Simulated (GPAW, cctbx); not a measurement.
## YBi2Ir2: what bonding does to one electron reflection, worked out

YBi2Ir2, I4/mmm (no. 139), a = 4.2138 Å, b = 4.2138 Å, c = 13.3392 Å, α = 90.00°, β = 90.00°, γ = 90.00°.

```csv
atom,mult.,x,y,z
Bi1,4,0,0,0.3783
Ir1,4,1/2,0,1/4
Y1,2,0,0,0
```

The start was made by putting kin elements into a known structure type; the compound need not exist, or be stable, in this form.

A DFT run (GPAW, PBE, 450 eV, 6×6×6 k-points, Fermi–Dirac width 0.1 eV) gives the static X-ray structure factor of 002 as 211.872 e for the conventional cell; superposed free atoms give 211.280 e. **Problem.** Find the Fourier component V of the crystal potential and the two-beam extinction distance at 300 kV in both cases.

## 1. Geometry

The cell volume is Ω = 236.86 Å³ and d(002) = 6.6696 Å, so g = 1/d = 0.1499 Å⁻¹.

## 2. The nuclei

Electrons feel nuclei as well as electrons, so the nuclear charges are summed with the same phases.

Phase sums Σ exp(2πi h·x), turned so that the total is real and positive: Bi -0.168, Ir +4.000, Y -2.000. Then F_Z = 83 × (-0.168) + 77 × (+4.000) + 39 × (-2.000) = 216.06 e. The electron term has the same sign for this reflection.

## 3. Mott–Bethe

Poisson's equation, term by term, gives V = (e/4πε₀)(F_Z − F)/(πΩg²), with e/4πε₀ = 14.3996 V Å.

The prefactor is 14.3996 × 6.6696²/(π × 236.86) = 0.86082 V per electron. Free atoms: (216.06 − 211.280) × 0.86082 = 4.116 V. Crystal: (216.06 − 211.872) × 0.86082 = 3.606 V. F changes by +0.28 % and V by -12.4 %: the same 0.59 e is measured against F_Z − F = 4.8 e in place of F = 211.3 e.

## 4. Extinction distance

In the two-beam case ξ = 1/(λU) with U = 2γm₀eV/h², that is ξ = 150.41 V Å²/(γλV).

At 300 kV, λ = 0.01969 Å and γ = 1.5871. Free atoms: ξ = 1170 Å. Crystal: ξ = 1335 Å. The thickness fringes go as sin²(πt/ξ), so the two patterns slip by a quarter of a period when t|1/ξ₁ − 1/ξ₀| = 1/4, at t ≈ 236 nm. Thermal motion, absorption and many-beam coupling, left out here, change a real pattern.

## 5. Answer

V(002) is 3.61 V against 4.12 V, and ξ is 1335 against 1170 Å. Limits: static atoms, two beams.

[Outputs are excerpts: Python notices, other lines and further rows are left out; steps that failed or that the build refused (PBEsol, TPSS) are not shown.]

[Logs are printed without paths, hosts, clocks, repeated set-up lines and the standing remarks that a program may print on its own settings, such as how far it seeks lower states.]
